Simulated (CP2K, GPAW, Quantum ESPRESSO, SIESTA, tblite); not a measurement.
# What went wrong? CP2K on amorphous carbon (160 atoms)

Program: CP2K 2026.2, a calculation on a cell of 160 C, 11.7 Å³ an atom.

Contents of input.inp:

```
&GLOBAL
  PROJECT cell
  RUN_TYPE ENERGY_FORCE
  PRINT_LEVEL LOW
&END GLOBAL
&FORCE_EVAL
  METHOD QS
  STRESS_TENSOR ANALYTICAL
  &DFT
    BASIS_SET_FILE_NAME BASIS_MOLOPT_UZH
    POTENTIAL_FILE_NAME POTENTIAL_UZH
    &MGRID
      CUTOFF 450
      REL_CUTOFF 50
    &END MGRID
    &QS
      EPS_DEFAULT 1.0E-12
    &END QS
    &SCF
      SCF_GUESS ATOMIC
      EPS_SCF 1.0E-06
      MAX_SCF 60
      ADDED_MOS 72
      &DIAGONALIZATION
        ALGORITHM STANDARD
      &END DIAGONALIZATION
      &SMEAR ON
        METHOD FERMI_DIRAC
        ELECTRONIC_TEMPERATURE [K] 580
      &END SMEAR
      &MIXING
        METHOD DIRECT_P_MIXING
        ALPHA 1.0
      &END MIXING
      &PRINT
        &RESTART OFF
        &END RESTART
      &END PRINT
    &END SCF
    &XC
      &XC_FUNCTIONAL PBE
      &END XC_FUNCTIONAL
    &END XC
    &PRINT
      &MULLIKEN ON
      &END MULLIKEN
      &HIRSHFELD ON
        SHAPE_FUNCTION DENSITY
      &END HIRSHFELD
      &MO ON
        EIGENVALUES T
        OCCUPATION_NUMBERS T
        MO_INDEX_RANGE 309 332
        &EACH
          QS_SCF 0
        &END EACH
        ADD_LAST NUMERIC
      &END MO
    &END PRINT
  &END DFT
  &SUBSYS
    &CELL
      A 12.34060 0.00000 0.00000
      B 0.00000 12.34060 0.00000
      C 0.00000 0.00000 12.34060
    &END CELL
    &COORD
      C 3.40440 9.66726 8.25993
      C 9.03369 10.71855 0.40465
      C 9.16117 11.39408 9.16907
      C 7.84986 11.97199 8.59436
      C 11.00905 0.82707 5.83575
      C 2.20601 2.41135 3.20473
      C 5.74048 4.54788 8.99235
      C 10.45212 2.25636 0.29062
      C 4.40448 6.46746 0.30518
      C 6.20165 7.59539 10.08128
[... 146 atom lines left out ...]
      C 3.68342 4.43817 7.49975
      C 1.28046 3.33640 2.41308
      C 4.55306 3.86717 8.48095
      C 8.34558 10.98980 5.73900
    &END COORD
    &KIND C
      BASIS_SET DZVP-MOLOPT-PBE-GTH-q4
      POTENTIAL GTH-PBE-q4
    &END KIND
  &END SUBSYS
  &PRINT
    &FORCES ON
    &END FORCES
    &STRESS_TENSOR ON
    &END STRESS_TENSOR
  &END PRINT
&END FORCE_EVAL
```

Launch:

```bash
> OMP_NUM_THREADS=1 mpirun -np 4 cp2k.psmp -i input.inp > output.txt
```

Numbers of over 12 decimals in the logs are rounded to 6 here.

Output:

```text
CP2K| version string:                                       CP2K version 2026.2
 CP2K| Input file name                                                 input.inp
 GLOBAL| Basis set file name                                    BASIS_MOLOPT_UZH
 GLOBAL| Potential file name                                       POTENTIAL_UZH
 GLOBAL| Run type                                                   ENERGY_FORCE
 GLOBAL| Total number of message passing processes                             4
 GLOBAL| Number of threads for this process                                    1
 TOTAL NUMBERS AND MAXIMUM NUMBERS
  Total number of            - Atomic kinds:                                   1
                             - Atoms:                                        160
                             - Shell sets:                                   160
                             - Shells:                                       800
                             - Primitive Cartesian functions:                800
                             - Cartesian basis functions:                   2240
                             - Spherical basis functions:                   2080
  Maximum angular momentum of- Orbital basis functions:                        2
                             - Local part of the GTH pseudopotential:          2
                             - Non-local part of the GTH pseudopotential:      0
 SCF PARAMETERS         Density guess:                                    ATOMIC
                        max_scf:                                              60
                        eps_scf:                                        1.00E-06
                        added MOs                                        72    0
                        Mixing method:                           DIRECT_P_MIXING
                        Smear method:                                FERMI_DIRAC
                        Electronic temperature [K]:                        580.0
                        Electronic temperature [a.u.]:                  1.84E-03
                        Accuracy threshold:                             1.00E-10
 Extrapolation method: initial_guess
 Number of electrons:                                                        640
 Number of occupied orbitals:                                                320
 Number of molecular orbitals:                                               392
 Number of orbital functions:                                               2080
 Number of independent orbital functions:                                   2080
 SCF WAVEFUNCTION OPTIMIZATION
  Step     Update method      Time    Convergence         Total energy    Change
     1 P_Mix/Diag. 0.10E+01    7.2     0.77060904      -909.6198179650 -9.10E+02
     2 P_Mix/Diag. 0.10E+01    9.3     1.65310876      -903.2390828928  6.38E+00
     3 P_Mix/Diag. 0.10E+01    9.3    10.10985682      -837.3220798634  6.59E+01
[...]
59 P_Mix/Diag. 0.10E+01    9.0    90.21135416      8866.0689640483 -7.94E+02
    60 P_Mix/Diag. 0.10E+01    9.2    90.21027451      9660.5016556463  7.94E+02
  Leaving inner SCF loop after reaching    60 steps.
  Electronic density on regular grids:       -640.0000000000       -0.0000000000
  Core density on regular grids:              639.9999999994       -0.0000000006
  Total charge density on r-space grids:       -0.0000000006
  Total charge density g-space grids:          -0.0000000006
  Overlap energy of the core charge distribution:               3.20375e-05
  Self energy of the core charge distribution:              -2133.074689
  Core Hamiltonian energy:                                   1635.533468
  Hartree energy:                                           10596.292180
  Exchange-correlation energy:                               -438.249079
  Electronic entropic energy:                                  -6.12374e-06
  Fermi energy:                                               -11.680235
  Total energy:                                              9660.501656
  Total energy (extrapolated to T->0):                       9660.501659
 *   ___                                                                       *
 *  /   \                                                                      *
 * [ABORT]                                                                     *
 *  \___/     SCF run NOT converged. To continue the calculation regardless,   *
 *    |             please set the keyword IGNORE_CONVERGENCE_FAILURE.         *
 *  O/|                                                                        *
 * /| |                                                                        *
```

Elapsed: 9.3 min, on 4 MPI ranks of Arm Neoverse V1, shared host; peak memory 3.4 GiB.

Banners, paths, timers and routine set-up lines are dropped from the logs unmarked, and long logs keep their key lines alone; longer cuts are marked.

**Question.** What is wrong with this input?

Mixing far too strong: mixer DIRECT_P_MIXING and mixing weight 1.0.

The run ended unconverged.

[Also dropped from logs without a mark: logging warnings of Python, and SIESTA's first energy breakdown and zero terms.]

[Logs are printed without paths, hosts, clocks, repeated set-up lines and the standing remarks that a program may print on its own settings, such as how far it seeks lower states.]

[Hosts, paths, dates, database ids (printed as entryN), source tags and the programs' standing remarks are cut or masked in the printed files.]
